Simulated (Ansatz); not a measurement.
# How Sr(111) screens a field

Wanted: the response of a Sr(111) slab to a perpendicular field.

Calculated with Ansatz 0.2.0; plane-wave DFT, PBE, Ansatz PAW.

## (1) The starting structure

The cell holds 7 atoms: 7 Sr. Its edges and angles: a = 4.299 Å, b = 4.299 Å, c = 39.062 Å, α = 90.0°, β = 90.0°, γ = 60.0°. Vacuum lies along c.

Structure file:

```cif
data_structure
_symmetry_space_group_name_H-M 'P 1'
_symmetry_Int_Tables_number 1
_cell_length_a 4.2992
_cell_length_b 4.2992
_cell_length_c 39.0617
_cell_angle_alpha 90.000
_cell_angle_beta 90.000
_cell_angle_gamma 60.000
_cell_volume 625.26
loop_
_atom_site_label
_atom_site_type_symbol
_atom_site_fract_x
_atom_site_fract_y
_atom_site_fract_z
_atom_site_occupancy
Sr1 Sr 0.00000 0.00000 0.23040 1
Sr2 Sr 0.33333 0.33333 0.32027 1
Sr3 Sr 0.66667 0.66667 0.41013 1
Sr4 Sr 0.00000 0.00000 0.50000 1
Sr5 Sr 0.33333 0.33333 0.58987 1
Sr6 Sr 0.66667 0.66667 0.67973 1
Sr7 Sr 0.00000 0.00000 0.76960 1
```

## (2) Atoms held, field 0

A sawtooth potential applies the field, turning back in the middle of the vacuum. With the dipole correction the typed value is the field outside the slab. The induced dipole is small, so the SCF threshold is tight.

File input.yaml:

```yaml
crystal:
  lattice:
    - [4.2992092296, 0.0, 0.0]
    - [2.1496046148, 3.723224409, 0.0]
    - [0.0, 0.0, 39.06173782]
  atoms:
    - { symbol: Sr, position: [0.0, 0.0, 0.2304044956] }
    - { symbol: Sr, position: [0.3333333333, 0.3333333333, 0.3202696637] }
    - { symbol: Sr, position: [0.6666666667, 0.6666666667, 0.4101348319] }
    - { symbol: Sr, position: [0.0, 0.0, 0.5] }
    - { symbol: Sr, position: [0.3333333333, 0.3333333333, 0.5898651681] }
    - { symbol: Sr, position: [0.6666666667, 0.6666666667, 0.6797303363] }
    - { symbol: Sr, position: [0.0, 0.0, 0.7695955044] }
kpoints:
  mp_grid: { grid: [12, 12, 1] }
hamiltonian:
  xc: pbe
scf:
  occupations: { method: fermi_dirac, width: 0.1 }
  convergence: { dr2_threshold: 1.0e-10 }
efield:
  axis: 3
  dipole_correction: true
  ramp_position: 0.97
  ramp_width: 0.06
  amplitude: 0
output:
  forces: true
  write_potential: true
  write_density: true
  volumetric_format: npy
```

The run is started by

```sh
$ ansatz run input.yaml --threads 2 --pin off --max-ram 3072MiB --backend cpu --events-out ev --progress --plain --runs-dir out
```

Numbers of over 12 decimals in the logs are rounded to 6 here.

The program printed:

```text
Engine: ansatz 0.2.0, aarch64-unknown-linux-gnu
Pseudopotentials: kind: paw
Pseudopotential: Sr, paw, valence charge 10, recommended cutoff 420 eV (normal), Sr.paw.azcp
Functional definition: PBE
  parameter kappa = 0.804
  parameter beta = 0.066725
  exchange = pbe_x(kappa = kappa, mu = beta*pi^2/3)
  correlation = pbe_c(beta = beta)
Crystal: 7 atoms, lattice volume = 625.258 Å³
Basis set: ecut = 420 eV, 12185 PW (Γ), exchange–correlation on 60×60×540 points (8 copies of the dense FFT grid, shifted against one another)
Bands: 42, of which v1, the nominal top of the filled ones, is band 35 counted from 1 (34 counted from 0)
Symmetry: 6 space group operations
k-points: 19 of 144 (time reversal used)
Non-local potential: Sr, projectors of the file, l = 0: 3, l = 1: 2, l = 2: 2
PAW form: soft (Blöchl's): semilocal exchange-correlation on the pseudo side does not see the compensation charge
PAW one-centre angular grid: Sr, 110 points (default); XC on 64 Gauss nodes
Initial density: superposition of atomic densities (neutral atoms: chi_scale 0, normalization atom), corrected by the library's trained network
Initial wavefunctions: pseudopotential atomic-orbital guess
Functional: x = pbe(κ = 0.804, μ = 0.219515), c = pbe(β = 0.066725)
SCF iter   1: F=—  HF=-24809.085916 eV  |F-HF|=—  |Δ(HF+E_count)|=         —  Δρ=2.58e-3  dr2=4.84e0  ethr=1.77e-3  p=0.000 e·Å  D=1.40e-14 V/Å  ΔV_dip=-0.00 eV  dr2_dipole=7.73e-10  V_vac-E_F(+/−)=2.56/2.56 eV  ⟨swp⟩=15.7  Hψ=11481  notcnv=0
efield: sawtooth ramp at fractional position 0.9700 (set: `efield.ramp_position`, or a place that a band, a saddle search or an elastic batch's reference lends), width 0.0600; the density the first Hamiltonian is built on has a dipole p = 0.000 e·Å; the dipole correction subtracts the counter field D = 1.40e-14 V/Å, which shifts the + side's vacuum level by -0.00 eV against the − side's; the planar-averaged density in the ramp window peaks in size at 2.4e-5 e/Å³
automatic band count: the SCF goes on with 49 bands, as 42 were too few: the levels above may hold too much charge
preconditioner: auto → LDOS  [metal: Δε(μ)=0.028 eV  Ē_g=2.212 eV  σ=0.100 eV  W_gap=0.07  n_scr=88 (ndim 8)  ℏωp=5.6 eV  f_vac=0.332  D(μ)=9.93/eV (n_scr^D=26)  β→1.0]
SCF iter   2: F=—  HF=-24809.009251 eV  |F-HF|=—  |Δ(HF+E_count)|=   7.67e-2  Δρ=6.89e-4  dr2=6.73e-3  ethr=1.77e-3  p=0.000 e·Å  D=1.10e-6 V/Å  ΔV_dip=-0.00 eV  dr2_dipole=6.91e-9  V_vac-E_F(+/−)=2.69/2.69 eV  ⟨swp⟩=2.5  Hψ=1115  notcnv=0
SCF iter   3: F=—  HF=-24809.010468 eV  |F-HF|=—  |Δ(HF+E_count)|=   1.22e-3  Δρ=3.90e-4  dr2=4.77e-3  ethr=9.61e-6  p=0.000 e·Å  D=6.03e-7 V/Å  ΔV_dip=-0.00 eV  dr2_dipole=4.54e-9  V_vac-E_F(+/−)=2.70/2.70 eV  ⟨swp⟩=2.6  Hψ=1677  notcnv=0
SCF iter   4: F=—  HF=-24809.010323 eV  |F-HF|=—  |Δ(HF+E_count)|=   1.45e-4  Δρ=1.20e-4  dr2=1.62e-4  ethr=6.81e-6  p=0.000 e·Å  D=5.36e-7 V/Å  ΔV_dip=-0.00 eV  dr2_dipole=2.01e-9  V_vac-E_F(+/−)=2.71/2.71 eV  ⟨swp⟩=2.8  Hψ=1573  notcnv=0
SCF iter   5: F=—  HF=-24809.010308 eV  |F-HF|=—  |Δ(HF+E_count)|=   1.54e-5  Δρ=2.21e-5  dr2=8.59e-6  ethr=2.31e-7  p=0.000 e·Å  D=8.07e-8 V/Å  ΔV_dip=-0.00 eV  dr2_dipole=2.44e-11  V_vac-E_F(+/−)=2.71/2.71 eV  ⟨swp⟩=2.0  Hψ=1522  notcnv=0
SCF iter   6: F=—  HF=-24809.010317 eV  |F-HF|=—  |Δ(HF+E_count)|=   9.03e-6  Δρ=5.01e-6  dr2=1.08e-6  ethr=1.23e-8  p=0.000 e·Å  D=9.73e-8 V/Å  ΔV_dip=-0.00 eV  dr2_dipole=5.09e-11  V_vac-E_F(+/−)=2.71/2.71 eV  ⟨swp⟩=2.3  Hψ=1292  notcnv=0
SCF iter   7: F=—  HF=-24809.009689 eV  |F-HF|=—  |Δ(HF+E_count)|=   6.28e-4  Δρ=1.99e-6  dr2=6.21e-8  ethr=1.55e-9  p=0.000 e·Å  D=6.32e-8 V/Å  ΔV_dip=-0.00 eV  dr2_dipole=2.16e-12  V_vac-E_F(+/−)=2.71/2.71 eV  ⟨swp⟩=2.6  Hψ=1453  notcnv=0
SCF iter   8: F=—  HF=-24809.009689 eV  |F-HF|=—  |Δ(HF+E_count)|=   2.69e-9  Δρ=6.17e-7  dr2=1.35e-8  ethr=8.87e-11  p=0.000 e·Å  D=3.73e-8 V/Å  ΔV_dip=-0.00 eV  dr2_dipole=4.52e-13  V_vac-E_F(+/−)=2.71/2.71 eV  ⟨swp⟩=2.2  Hψ=1446  notcnv=0
SCF iter   9: F=—  HF=-24809.009689 eV  |F-HF|=—  |Δ(HF+E_count)|=   1.30e-9  Δρ=2.12e-7  dr2=1.73e-9  ethr=1.92e-11  p=0.000 e·Å  D=1.46e-8 V/Å  ΔV_dip=-0.00 eV  dr2_dipole=4.21e-14  V_vac-E_F(+/−)=2.71/2.71 eV  ⟨swp⟩=2.0  Hψ=1184  notcnv=0
SCF iter  10: F=-24809.009689 eV  HF=-24809.009689 eV  |F-HF|=2.40e-10  |Δ(HF+E_count)|=  3.86e-10  Δρ=6.93e-8  dr2=6.05e-11  ethr=1.00e-12  p=0.000 e·Å  D=4.81e-9 V/Å  ΔV_dip=-0.00 eV  dr2_dipole=4.47e-13  V_vac-E_F(+/−)=2.71/2.71 eV  ⟨swp⟩=14.4  Hψ=7213  notcnv=0
SCF 1 converged in 10 iterations: F = -24809.009689 eV  dr2 = 6.05e-11
  greatest PAW one-centre occupation: 0.988 electrons in one spin orbital (limit 2), on the Sr atom at site 0 (counted from 0), in its partial waves of l = 0
WARN: The output density's exchange-correlation potential varies sharply where the density is thin. Do not read a vacuum level from v_tot or v_xc, or from such a field of the output density. On a cell that repeats whose density bears no net charge and no dipole along the vacuum's axis use v_es (v_loc + v_h of the components); under efield.dipole_correction with no amplitude use v_es + v_field, which holds any externa [...]
SCF converged after 10 iterations
Free energy (F): -24809.009689 eV
Harris-Foulkes:  -24809.009689 eV  (|F-HF|=2.40e-10)
Internal energy: -24808.689931 eV  (E = F + TS)
E sigma→0 (E₀):  -24808.849810 eV
Entropy (-TS):   -0.319758 eV (-45.680 meV/atom)
Fermi energy:    2.155918 eV
Dipole field:    D = -0.000001 V/Å  (p = -0.000002 e·Å, saw-weighted, corrected)
Work function:   Φ+ = 2.7070 eV   Φ− = 2.7070 eV
Levels:          The Fermi level and band energies are counted from a zero that moves with the ramp; work functions are not
--- Per-component energies (eV) ---
  E_band       = -1163.906616
  E_kinetic    = 1687.518805
  E_local      = -30912.262754  (includes V_loc(G=0)·N_el)
  E_nonlocal   = 1420.169440
  E_hartree    = 14019.122636
  E_xc         = -1196.979948
  E_vxc        = -1112.562355  (∫ρ·V_xc dr)
  E_paw        = -18863.017524  (= ΣΔE_a)
  E_vpaw       = -285.014650  (= ΣTr[D̂ρ^β])
  E_aug_tail   = -0.000008  (compensation charges beyond the density's cutoff)
  E_efield     = 0.000000  (sawtooth field / dipole correction)
  E_vefield    = 0.000000  (∫n·V_field dr)
  E_ewald      = 9036.759422
  E_smearing   = -0.319758  (= −TS)
  E_closure    = -0.000000  (closes the sum)
  Σ components = -24809.009689   (vs F -24809.009689, Δ=0.00e0)
--- Forces (eV/Å), atoms counted from 1 ---
  atom   1  Sr     0.00000000     0.00000000     0.07822820
  atom   2  Sr     0.00000000     0.00000000    -0.05486030
  atom   3  Sr     0.00000000    -0.00000000     0.00022213
  atom   4  Sr     0.00000000    -0.00000000     0.00000024
  atom   5  Sr     0.00000000     0.00000000    -0.00022209
  atom   6  Sr    -0.00000000    -0.00000000     0.05486000
  atom   7  Sr     0.00000000    -0.00000000    -0.07822820
  max |Σ_I F_I| component: 2.28e-8 eV/Å
--- Band table (eV; the first three rows and the last of 19) ---
  k-point 0: bands = [... 31 lower, -0.5345, -0.0688, 0.4250, 0.8613, 2.2164, 2.3739, 2.6549, 2.9619, ... 10 higher]
  k-point 1: bands = [... 31 lower, -0.4423, 0.0222, 0.5169, 0.9584, 2.2190, 2.3949, 2.6794, 2.9792, ... 10 higher]
  k-point 2: bands = [... 31 lower, -0.1761, 0.2832, 0.7778, 1.2323, 2.2276, 2.4541, 2.7462, 3.0170, ... 10 higher]
  k-point 18: bands = [... 31 lower, 2.0647, 2.0647, 2.1338, 2.2075, 2.2075, 2.2787, 2.3793, 2.3793, ... 10 higher]
```

Run time: 79 s. Hardware: 2 threads of Arm Neoverse N1, shared host; peak memory 0.92 GiB.

Reading the cycles: dr2 is the Hartree energy of the density residual (eV), the measure of convergence; HF is the Harris–Foulkes estimate of the energy, which meets the free energy F at convergence.

This step gave:

```
energy at zero smearing   : -24808.8498 eV
work function, upper face : 2.707 eV
dipole along the normal   : -1.74e-6 e·Å
```

Running mean over 3.51 Å of the planar mean; the ramp of the sawtooth is left out. Electron's electrostatic potential energy less the Fermi level against z:

| z (Å) | electron's electrostatic potential energy less the Fermi level (eV) |
| --- | --- |
| 4 | 2.69 |
| 6 | 2.24 |
| 8 | -3.62 |
| 10 | -4.00 |
| 12 | -3.93 |
| 14 | -3.94 |
| 16 | -3.94 |
| 18 | -3.93 |
| 20 | -3.93 |
| 22 | -3.93 |
| 24 | -3.94 |
| 26 | -3.93 |
| 28 | -3.93 |
| 30 | -4.15 |
| 32 | -0.132 |
| 34 | 2.61 |

Force by atom:

| atom | x (eV/Å) | y (eV/Å) | z (eV/Å) | size |
| --- | --- | --- | --- | --- |
| Sr1 | 0.0000 | 0.0000 | 0.0782 | 0.0782 |
| Sr2 | 0.0000 | 0.0000 | -0.0549 | 0.0549 |
| Sr3 | 0.0000 | 0.0000 | 0.0002 | 0.0002 |
| Sr4 | 0.0000 | 0.0000 | 0.0000 | 0.0000 |
| Sr5 | 0.0000 | 0.0000 | -0.0002 | 0.0002 |
| Sr6 | 0.0000 | 0.0000 | 0.0549 | 0.0549 |
| Sr7 | 0.0000 | 0.0000 | -0.0782 | 0.0782 |

The work function of the upper face is 2.71 eV.

## (3) Single point, field 0.03 V/Å

Changes to input.yaml since step 2:

```diff
@@ -25,3 +25,3 @@
   ramp_width: 0.06
-  amplitude: 0
+  amplitude: 0.03
 output:
```

The program printed:

```text
[...]
Crystal: 7 atoms, lattice volume = 625.258 Å³
Basis set: ecut = 420 eV, 12185 PW (Γ), exchange–correlation on 60×60×540 points (8 copies of the dense FFT grid, shifted against one another)
Bands: 42, of which v1, the nominal top of the filled ones, is band 35 counted from 1 (34 counted from 0)
Symmetry: 6 space group operations
k-points: 19 of 144 (time reversal used)
[...]
k-point 0: bands = [... 31 lower, -0.5346, -0.0689, 0.4249, 0.8612, 2.2160, 2.3737, 2.6548, 2.9618, ... 10 higher]
  k-point 1: bands = [... 31 lower, -0.4425, 0.0221, 0.5168, 0.9583, 2.2186, 2.3947, 2.6792, 2.9791, ... 10 higher]
  k-point 2: bands = [... 31 lower, -0.1762, 0.2831, 0.7777, 1.2322, 2.2274, 2.4539, 2.7460, 3.0169, ... 10 higher]
  k-point 18: bands = [... 31 lower, 2.0645, 2.0645, 2.1336, 2.2072, 2.2074, 2.2786, 2.3791, 2.3792, ... 10 higher]
[key lines of the parts left out:]
SCF converged after 13 iterations
Free energy (F): -24809.010750 eV
Fermi energy:    2.155748 eV
Dipole field:    D = 0.020484 V/Å  (p = 0.070780 e·Å, saw-weighted, corrected)
```

Elapsed: 90 s, on 2 threads; peak memory 0.91 GiB.

The dipole is 0.0708 e·Å.

## (4) Single point, field -0.03 V/Å

Changes to input.yaml since step 3:

```diff
@@ -25,3 +25,3 @@
   ramp_width: 0.06
-  amplitude: 0.03
+  amplitude: -0.03
 output:
```

The program printed:

```text
[...]
Crystal: 7 atoms, lattice volume = 625.258 Å³
Basis set: ecut = 420 eV, 12185 PW (Γ), exchange–correlation on 60×60×540 points (8 copies of the dense FFT grid, shifted against one another)
Bands: 42, of which v1, the nominal top of the filled ones, is band 35 counted from 1 (34 counted from 0)
Symmetry: 6 space group operations
k-points: 19 of 144 (time reversal used)
[...]
k-point 0: bands = [... 31 lower, -0.5346, -0.0689, 0.4249, 0.8612, 2.2160, 2.3737, 2.6548, 2.9618, ... 10 higher]
  k-point 1: bands = [... 31 lower, -0.4425, 0.0221, 0.5168, 0.9583, 2.2186, 2.3947, 2.6792, 2.9791, ... 10 higher]
  k-point 2: bands = [... 31 lower, -0.1762, 0.2831, 0.7777, 1.2322, 2.2274, 2.4539, 2.7460, 3.0169, ... 10 higher]
  k-point 18: bands = [... 31 lower, 2.0645, 2.0645, 2.1336, 2.2072, 2.2074, 2.2786, 2.3791, 2.3792, ... 10 higher]
[key lines of the parts left out:]
SCF converged after 13 iterations
Free energy (F): -24809.010750 eV
Fermi energy:    2.155748 eV
Dipole field:    D = -0.020483 V/Å  (p = -0.070778 e·Å, saw-weighted, corrected)
```

Run time: 90 s. Hardware: 2 threads; peak memory 0.9 GiB; 3 min of CPU time.

The dipole is -0.0708 e·Å.

## (5) Atoms held, field 0.1 V/Å

Changes to input.yaml since step 4:

```diff
@@ -25,3 +25,3 @@
   ramp_width: 0.06
-  amplitude: -0.03
+  amplitude: 0.1
 output:
```

The program printed:

```text
[...]
Crystal: 7 atoms, lattice volume = 625.258 Å³
Basis set: ecut = 420 eV, 12185 PW (Γ), exchange–correlation on 60×60×540 points (8 copies of the dense FFT grid, shifted against one another)
Bands: 42, of which v1, the nominal top of the filled ones, is band 35 counted from 1 (34 counted from 0)
Symmetry: 6 space group operations
k-points: 19 of 144 (time reversal used)
[...]
k-point 0: bands = [... 31 lower, -0.5363, -0.0706, 0.4232, 0.8594, 2.2121, 2.3718, 2.6536, 2.9607, ... 10 higher]
  k-point 1: bands = [... 31 lower, -0.4441, 0.0205, 0.5151, 0.9566, 2.2154, 2.3925, 2.6778, 2.9779, ... 10 higher]
  k-point 2: bands = [... 31 lower, -0.1779, 0.2814, 0.7760, 1.2305, 2.2250, 2.4517, 2.7442, 3.0154, ... 10 higher]
  k-point 18: bands = [... 31 lower, 2.0628, 2.0628, 2.1319, 2.2053, 2.2059, 2.2769, 2.3773, 2.3775, ... 10 higher]
[key lines of the parts left out:]
SCF converged after 13 iterations
Free energy (F): -24809.021486 eV
Fermi energy:    2.153964 eV
Dipole field:    D = 0.068295 V/Å  (p = 0.235985 e·Å, saw-weighted, corrected)
```

Run time: 92 s. Hardware: 2 threads; peak memory 0.91 GiB; 3 min of CPU time.

The dipole is 0.236 e·Å.

## (6) Single point, field -0.1 V/Å

Changes to input.yaml since step 5:

```diff
@@ -25,3 +25,3 @@
   ramp_width: 0.06
-  amplitude: 0.1
+  amplitude: -0.1
 output:
```

The program printed:

```text
[...]
Crystal: 7 atoms, lattice volume = 625.258 Å³
Basis set: ecut = 420 eV, 12185 PW (Γ), exchange–correlation on 60×60×540 points (8 copies of the dense FFT grid, shifted against one another)
Bands: 42, of which v1, the nominal top of the filled ones, is band 35 counted from 1 (34 counted from 0)
Symmetry: 6 space group operations
k-points: 19 of 144 (time reversal used)
[...]
k-point 0: bands = [... 31 lower, -0.5363, -0.0706, 0.4232, 0.8594, 2.2121, 2.3718, 2.6536, 2.9607, ... 10 higher]
  k-point 1: bands = [... 31 lower, -0.4441, 0.0205, 0.5151, 0.9566, 2.2154, 2.3925, 2.6778, 2.9779, ... 10 higher]
  k-point 2: bands = [... 31 lower, -0.1779, 0.2814, 0.7760, 1.2305, 2.2250, 2.4517, 2.7442, 3.0154, ... 10 higher]
  k-point 18: bands = [... 31 lower, 2.0628, 2.0628, 2.1319, 2.2053, 2.2059, 2.2769, 2.3773, 2.3775, ... 10 higher]
[key lines of the parts left out:]
SCF converged after 13 iterations
Free energy (F): -24809.021486 eV
Fermi energy:    2.153964 eV
Dipole field:    D = -0.068294 V/Å  (p = -0.235983 e·Å, saw-weighted, corrected)
```

It took 92 s on 2 threads; peak memory 0.91 GiB; 3 min of CPU time.

The dipole is -0.236 e·Å.

## (7) Atoms held, field 0.15 V/Å

Changes to input.yaml since step 6:

```diff
@@ -25,3 +25,3 @@
   ramp_width: 0.06
-  amplitude: -0.1
+  amplitude: 0.15
 output:
@@ -31 +31,2 @@
   volumetric_format: npy
+  elf: true
```

The program printed:

```text
[...]
Crystal: 7 atoms, lattice volume = 625.258 Å³
Basis set: ecut = 420 eV, 12185 PW (Γ), exchange–correlation on 60×60×540 points (8 copies of the dense FFT grid, shifted against one another)
Bands: 42, of which v1, the nominal top of the filled ones, is band 35 counted from 1 (34 counted from 0)
Symmetry: 6 space group operations
k-points: 19 of 144 (time reversal used)
[...]
k-point 0: bands = [... 31 lower, -0.5386, -0.0728, 0.4209, 0.8571, 2.2067, 2.3691, 2.6519, 2.9591, ... 10 higher]
  k-point 1: bands = [... 31 lower, -0.4464, 0.0182, 0.5128, 0.9542, 2.2109, 2.3895, 2.6758, 2.9762, ... 10 higher]
  k-point 2: bands = [... 31 lower, -0.1801, 0.2792, 0.7738, 1.2281, 2.2218, 2.4486, 2.7416, 3.0134, ... 10 higher]
  k-point 18: bands = [... 31 lower, 2.0604, 2.0604, 2.1295, 2.2028, 2.2036, 2.2745, 2.3748, 2.3752, ... 10 higher]
[key lines of the parts left out:]
SCF converged after 13 iterations
Free energy (F): -24809.036238 eV
Fermi energy:    2.151492 eV
Dipole field:    D = 0.102478 V/Å  (p = 0.354101 e·Å, saw-weighted, corrected)
```

It took 95 s on 2 threads; peak memory 0.91 GiB.

Running mean over 3.51 Å of the planar mean, with the applied field; the ramp of the sawtooth is left out. Table of electron's electrostatic potential energy less the Fermi level by z:

z (Å), electron's electrostatic potential energy less the Fermi level (eV) and a bar from the least value:
```
        4       2.37 ###########################
        5       2.44 ############################
        6       2.17 ##########################
        7       0.13 ##################
        8      -3.61 ##
        9      -4.15 
       10      -4.00 #
       11      -3.93 #
       12      -3.93 #
       13      -3.93 #
       14      -3.94 #
       15      -3.94 #
       16      -3.94 #
       17      -3.93 #
       18      -3.93 #
       19      -3.93 #
       20      -3.93 #
       21      -3.93 #
       22      -3.93 #
       23      -3.94 #
       24      -3.94 #
       25      -3.94 #
       26      -3.93 #
       27      -3.93 #
       28      -3.93 #
       29      -3.99 #
       30      -4.15 
       31      -3.72 ##
       32      -0.11 #################
       33       2.28 ###########################
       34       2.81 #############################
       35       3.03 ##############################
```

The dipole is 0.354 e·Å.

[end of part 1 of 2]

[Logs are printed without paths, hosts, clocks, repeated set-up lines and the standing remarks that a program may print on its own settings, such as how far it seeks lower states.]

[Hosts, paths, dates, database ids (printed as entryN), source tags and the programs' standing remarks are cut or masked in the printed files.]

[Maps of the electrostatic potential energy from Ansatz leave out the sawtooth potential of an applied field or a dipole correction, so their vacuum need not be flat; planar profiles and work functions include it.]
